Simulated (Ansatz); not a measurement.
# Stretching the linear Sn chain

Aim: how do moment and conductance of the linear Sn chain follow its length?

Calculated with Ansatz 0.2.0; DFT PBE, plane waves, PAW; relaxation of a chain's period, in the first sound run; inputs show where later runs differ.

Report form: the programs' logs are mostly left out.

## 1. The starting structure

The cell holds 1 atom: 1 Sn. Its edges and angles: a = 7.500 Å, b = 7.500 Å, c = 2.585 Å, α = 90.0°, β = 90.0°, γ = 90.0°. Vacuum lies along a and b. The structure's axis is c.

## 2. Relaxation of atoms and period

Band widths follow the bond lengths, so the chain is relaxed first. The atoms and the third cell vector are free; the box across stays fixed as vacuum. Moments are seeded so that a magnetic state can form if it lies lower. A Fermi-Dirac smearing is set since the result may be a metal. The pressure printed is a third of the stress's trace over the whole box, vacuum included; only the stress along the axis is relaxed.

Contents of input.yaml:

```yaml
crystal:
  lattice:
    - [7.5, 0.0, 0.0]
    - [0.0, 7.5, 0.0]
    - [0.0, 0.0, 2.5854]
  atoms:
    - { symbol: Sn, position: [0.5, 0.5, 0.0], spin: 0.5 }
magnetization:
  spin_polarized: true
kpoints:
  mp_grid: { grid: [1, 1, 31] }
scf:
  occupations: { method: fermi_dirac, width: 0.05 }
hamiltonian:
  xc: pbe
relax:
  cell: { fix: [a, b, alpha, beta, gamma] }
  max_steps: 60
```

Launch:

```console
ansatz run input.yaml --threads 4 --pin off --max-ram 8192MiB --backend cpu --events-out ev --progress --plain --runs-dir out
```

Run time: 9.6 s. Hardware: 4 threads of Arm Neoverse V1, shared host; peak memory 0.41 GiB; 34 s of CPU time.

The steps of the relaxation:

```csv
step,energy less that of the first step (eV),largest force component (eV/Å),pressure (GPa),volume (Å³)
1,0.0000,0.0000,1.42,145.43
2,-0.0817,0.0000,0.37,152.52
3,-0.0864,0.0000,0.33,153.89
4,-0.0776,0.0000,-0.22,160.58
5,-0.0912,0.0000,0.23,155.96
6,-0.0916,0.0000,0.16,156.79
7*,-0.0921,0.0000,0.15,156.79
```

Relaxation steps marked * repeat the geometry before them on a plane-wave basis chosen anew for their cell, so energy and pressure can jump there. Relaxation step 4 was tried and not accepted.

```csv
cell as run,before,after,change
c (Å),2.585,2.787,+7.8 %
```

Final coordinates:

```xyz
1
Lattice="7.5000 0.0000 0.0000 0.0000 7.5000 0.0000 0.0000 0.0000 2.7874" Properties=species:S:1:pos:R:3
Sn    3.7500    3.7500    0.0000
```

This step gave:

| Quantity | Value |
| --- | --- |
| energy at zero smearing | -6022.8311 eV |
| cell length along the wire | 2.787 Å |

The cell's length comes to 2.787 Å with no moment.

## 3. At a set period, period over the relaxed period 0.88, k-mesh 1×1×33

This step: DFT PBE, plane waves, PAW; channels and complex bands of a perfect chain (Ansatz 0.2.0).

The period is set to 0.88 times the relaxed one: shorter bonds widen the bands.

The cell differs from the one that the last finished run ended in (c 2.787 → 2.453 Å).

input.yaml, the sections that differ from step 2:

```yaml
crystal:
  lattice:
    - [7.5, 0.0, 0.0]
    - [0.0, 7.5, 0.0]
    - [0.0, 0.0, 2.4529512042]
  atoms:
    - { symbol: Sn, position: [0.5, 0.5, 0.0], spin: 0.5 }
kpoints:
  mp_grid: { grid: [1, 1, 33] }
output:
  transmission:
    e_range: [-2, 2]
    de: 0.035
    kmesh: [1, 1]
    reduced_basis: true
    leads: [[0, 0]]
  stress: true
# magnetization, scf, hamiltonian: as in step 2
# relax: removed
```

Run time: 27 s. Hardware: 4 threads; peak memory 0.5 GiB; 94 s of CPU time.

This step gave:

```yaml
energy_at_zero_smearing: -6022.4671 eV
channels_at_the_energy_nearest_the_fermi_level_spin_up: 3
channels_at_the_energy_nearest_the_fermi_level_spin_down: 3
conductance_of_the_lead_as_this_run_defines_it: 3.000 G₀
band_gap: 0 eV
```

The open channels of the lead by energy, zero at the Fermi level:

```csv
energy (eV),spin up,spin down
-1.790,0,0
-1.615,1,1
-1.405,1,1
-1.195,3,3
-0.985,3,3
-0.810,3,3
-0.600,3,3
-0.390,3,3
-0.215,3,3
-0.005,3,3
0.205,3,3
0.415,3,3
0.590,3,3
0.800,3,3
1.010,3,3
1.185,3,3
1.395,3,3
1.605,3,3
1.815,3,3
```

At the computed energy nearest the Fermi level there are 3 spin-up and 3 spin-down channels, and the thermal average gives 3.00 G₀.

## 4. The chain at a fixed length, period over the relaxed period 0.92, k-mesh 1×1×32

The period is set to 0.92 times the relaxed one: shorter bonds widen the bands.

The cell differs from the one that the last finished run ended in (c 2.453 → 2.564 Å).

Changes to input.yaml since step 3:

```diff
@@ -4,3 +4,3 @@
     - [0.0, 7.5, 0.0]
-    - [0.0, 0.0, 2.4529512042]
+    - [0.0, 0.0, 2.5644489863]
   atoms:
@@ -10,3 +10,3 @@
 kpoints:
-  mp_grid: { grid: [1, 1, 33] }
+  mp_grid: { grid: [1, 1, 32] }
 scf:
```

It took 27 s on 4 threads; peak memory 0.51 GiB; 90 s of CPU time.

At the computed energy nearest the Fermi level there are 3 spin-up and 3 spin-down channels, and the thermal average gives 3.00 G₀.

## 5. At a set period, period over the relaxed period 0.96, k-mesh 1×1×30

The period is set to 0.96 times the relaxed one: shorter bonds widen the bands.

The cell differs from the one that the last finished run ended in (c 2.564 → 2.676 Å).

Changes to input.yaml since step 4:

```diff
@@ -4,3 +4,3 @@
     - [0.0, 7.5, 0.0]
-    - [0.0, 0.0, 2.5644489863]
+    - [0.0, 0.0, 2.6759467683]
   atoms:
@@ -10,3 +10,3 @@
 kpoints:
-  mp_grid: { grid: [1, 1, 32] }
+  mp_grid: { grid: [1, 1, 30] }
 scf:
```

Wall time 22 s (4 threads); peak memory 0.49 GiB; 80 s of CPU time.

At the computed energy nearest the Fermi level there are 3 spin-up and 3 spin-down channels, and the thermal average gives 3.00 G₀.

## 6. At a set period, period over the relaxed period 1, k-mesh 1×1×29

The period is set to 1.0 times the relaxed one, as the point of reference.

Changes to input.yaml since step 5:

```diff
@@ -4,3 +4,3 @@
     - [0.0, 7.5, 0.0]
-    - [0.0, 0.0, 2.6759467683]
+    - [0.0, 0.0, 2.7874445503]
   atoms:
@@ -10,3 +10,3 @@
 kpoints:
-  mp_grid: { grid: [1, 1, 30] }
+  mp_grid: { grid: [1, 1, 29] }
 scf:
```

Wall time 21 s (4 threads); peak memory 0.46 GiB.

At the computed energy nearest the Fermi level there are 3 spin-up and 3 spin-down channels, and the thermal average gives 3.00 G₀.

## 7. The chain at a fixed length, period over the relaxed period 1.04, k-mesh 1×1×28

The period is set to 1.04 times the relaxed one: longer bonds narrow the bands.

The cell differs from the one that the last finished run ended in (c 2.787 → 2.899 Å).

Changes to input.yaml since step 6:

```diff
@@ -4,3 +4,3 @@
     - [0.0, 7.5, 0.0]
-    - [0.0, 0.0, 2.7874445503]
+    - [0.0, 0.0, 2.8989423323]
   atoms:
@@ -10,3 +10,3 @@
 kpoints:
-  mp_grid: { grid: [1, 1, 29] }
+  mp_grid: { grid: [1, 1, 28] }
 scf:
```

Wall time 14 s (4 threads); peak memory 0.41 GiB; 50 s of CPU time.

At the computed energy nearest the Fermi level there are 3 spin-up and 3 spin-down channels, and the thermal average gives 3.00 G₀. The change of length costs 0.033 eV a cell and leaves no moment.

## 8. At a set period, period over the relaxed period 1.08, k-mesh 1×1×27

The period is set to 1.08 times the relaxed one: longer bonds narrow the bands.

The cell differs from the one that the last finished run ended in (c 2.899 → 3.010 Å).

Changes to input.yaml since step 7:

```diff
@@ -4,3 +4,3 @@
     - [0.0, 7.5, 0.0]
-    - [0.0, 0.0, 2.8989423323]
+    - [0.0, 0.0, 3.0104401143]
   atoms:
@@ -10,3 +10,3 @@
 kpoints:
-  mp_grid: { grid: [1, 1, 28] }
+  mp_grid: { grid: [1, 1, 27] }
 scf:
```

The job ended after 15 s (4 threads; peak memory 0.42 GiB).

At the computed energy nearest the Fermi level there are 3 spin-up and 3 spin-down channels, and the thermal average gives 3.00 G₀. The change of length costs 0.111 eV a cell and leaves no moment.

## 9. The chain at a fixed length, period over the relaxed period 1.13, k-mesh 1×1×26

The period is set to 1.13 times the relaxed one: longer bonds narrow the bands.

The cell differs from the one that the last finished run ended in (c 3.010 → 3.150 Å).

Changes to input.yaml since step 8:

```diff
@@ -4,3 +4,3 @@
     - [0.0, 7.5, 0.0]
-    - [0.0, 0.0, 3.0104401143]
+    - [0.0, 0.0, 3.1498123418]
   atoms:
@@ -10,3 +10,3 @@
 kpoints:
-  mp_grid: { grid: [1, 1, 27] }
+  mp_grid: { grid: [1, 1, 26] }
 scf:
```

It took 15 s on 4 threads; peak memory 0.41 GiB; 54 s of CPU time.

The open channels of the lead by energy, zero at the Fermi level:

```csv
energy (eV),spin up,spin down
-2.000,0,0
-1.790,1,1
-1.615,1,1
-1.405,1,1
-1.195,1,1
-0.985,1,1
-0.810,1,1
-0.600,1,1
-0.390,3,3
-0.215,3,3
-0.005,3,3
0.205,3,3
0.415,3,3
0.590,3,3
0.800,3,3
1.010,3,3
1.185,3,3
1.395,3,3
1.605,3,3
1.815,3,3
```

At the computed energy nearest the Fermi level there are 3 spin-up and 3 spin-down channels, and the thermal average gives 3.00 G₀. The change of length costs 0.256 eV a cell and leaves no moment.

## 10. At a set period, period over the relaxed period 1.2, k-mesh 1×1×24

The period is set to 1.2 times the relaxed one: longer bonds narrow the bands.

The cell differs from the one that the last finished run ended in (c 3.150 → 3.345 Å).

Changes to input.yaml since step 9:

```diff
@@ -4,3 +4,3 @@
     - [0.0, 7.5, 0.0]
-    - [0.0, 0.0, 3.1498123418]
+    - [0.0, 0.0, 3.3449334603]
   atoms:
@@ -10,3 +10,3 @@
 kpoints:
-  mp_grid: { grid: [1, 1, 26] }
+  mp_grid: { grid: [1, 1, 24] }
 scf:
```

It took 20 s on 4 threads; peak memory 0.43 GiB.

At the computed energy nearest the Fermi level there are 3 spin-up and 3 spin-down channels, and the thermal average gives 3.00 G₀. The change of length costs 0.477 eV a cell and leaves no moment.

## 11. At a set period, period over the relaxed period 1.3, k-mesh 1×1×23

The period is set to 1.3 times the relaxed one: longer bonds narrow the bands.

The cell differs from the one that the last finished run ended in (c 3.345 → 3.624 Å).

Changes to input.yaml since step 10:

```diff
@@ -4,3 +4,3 @@
     - [0.0, 7.5, 0.0]
-    - [0.0, 0.0, 3.3449334603]
+    - [0.0, 0.0, 3.6236779154]
   atoms:
@@ -10,3 +10,3 @@
 kpoints:
-  mp_grid: { grid: [1, 1, 24] }
+  mp_grid: { grid: [1, 1, 23] }
 scf:
```

It took 21 s on 4 threads; peak memory 0.44 GiB; 74 s of CPU time.

Open channels of the lead against energy, zero at the Fermi level:

```csv
energy (eV),spin up,spin down
-2.00,0,0
-1.90,0,0
-1.79,1,0
-1.69,1,0
-1.58,1,0
-1.48,1,0
-1.37,1,0
-1.23,1,1
-1.12,1,1
-1.02,1,1
-0.92,1,1
-0.81,1,1
-0.70,3,1
-0.60,3,1
-0.49,3,1
-0.39,3,1
-0.28,3,1
-0.18,3,1
-0.07,3,1
-0.01,3,1
0.07,3,1
0.17,3,1
0.28,3,3
0.38,3,3
0.48,3,3
0.59,3,3
0.69,1,3
0.80,1,3
0.91,1,3
1.01,1,3
1.11,1,3
1.22,1,3
1.36,1,3
1.47,1,3
1.57,1,3
1.68,1,3
1.78,1,1
1.89,1,1
1.99,1,1
```

At the computed energy nearest the Fermi level there are 3 spin-up and 1 spin-down channels, and the thermal average gives 2.00 G₀. The change of length costs 0.749 eV a cell and leaves an absolute moment of 1.30 μB a cell.

## 12. Comparing the runs

Times are for 4 threads of Arm Neoverse V1, shared host. Results by setting:

```csv
no.,period over the relaxed period,conductance of the lead as this run defines it (G₀),absolute moment (μB),energy at zero smearing less the lowest (eV),time,memory (GiB)
1,0.88,3.000,0,0.3588,27 s,0.5
2,0.92,3.000,0,0.1228,27 s,0.51
3,0.96,3.000,0,0.01588,22 s,0.49
4,1,3.000,0,0,21 s,0.46
5,1.04,3.000,0,0.03306,14 s,0.41
6,1.08,3.000,0,0.1111,15 s,0.42
7,1.13,3.000,0,0.2560,15 s,0.41
8,1.2,3.000,0,0.4771,20 s,0.43
9,1.3,2.001,1.302,0.7493,21 s,0.44
```

## 13. A varied input

This step: DFT PBE, plane waves, PAW; channels and complex bands of a perfect chain; changed: output.transmission.leads = [[0, 0], [1, 0]], scf.max_iter = 60 (Ansatz 0.2.0).

The input of the run at the relaxed period is made doubtful on purpose.

Contents of input.yaml:

```yaml
crystal:
  lattice:
    - [7.5, 0.0, 0.0]
    - [0.0, 7.5, 0.0]
    - [0.0, 0.0, 2.7874445503]
  atoms:
    - { symbol: Sn, position: [0.5, 0.5, 0.0], spin: 0.5 }
magnetization:
  spin_polarized: true
kpoints:
  mp_grid: { grid: [1, 1, 29] }
scf:
  occupations: { method: fermi_dirac, width: 0.05 }
  max_iter: 60
hamiltonian:
  xc: pbe
output:
  transmission:
    e_range: [-2, 2]
    de: 0.035
    kmesh: [1, 1]
    reduced_basis: true
    leads: [[0, 0], [1, 0]]
  stress: true
```

Elapsed: 0.04 s, on 4 threads; peak memory 0.07 GiB.

The input was rejected at the start.

The program's message: “Error: inconsistent input (output.transmission.leads, crystal): the lead [1, 0] names a site that the cell does not have: it has 1, counted from 0.”

The change that led to it: output.transmission.leads = [[0, 0], [1, 0]].

## 14. Results

| Property | Result |
| --- | --- |
| relaxed cell length | 2.787 Å |
| conductance at period × 0.88 | 3.00 G₀ |
| conductance at period × 1.0 | 3.00 G₀ |
| conductance at period × 1.13 | 3.00 G₀ |
| conductance at period × 1.3 | 2.00 G₀ |
| absolute moment at period × 0.88 | 0 μB |
| absolute moment at period × 1.0 | 0 μB |
| absolute moment at period × 1.3 | 1.30 μB |

In words: In these runs no moment survives at the shortest period, and one is present from a factor of 1.3 on: longer bonds narrow the bands, which favours exchange splitting. The conductance goes from 3.00 G₀ at the shortest period to 2.00 G₀ at the longest, while the magnetic state changes too. Transport is coherent and elastic here: the atoms are frozen, so scattering by vibrations plays no part. No search over magnetic orders was made; another may lie lower. For the perfect chain only parallel moments were started; its antiparallel and spiral orders were not tested. The lead's cell of one atom keeps the chain straight and evenly spaced; a zigzag or dimerised form may lie lower.

[Logs are printed without paths, hosts, clocks, repeated set-up lines and the standing remarks that a program may print on its own settings, such as how far it seeks lower states.]

[Hosts, paths, dates, database ids (printed as entryN), source tags and the programs' standing remarks are cut or masked in the printed files.]
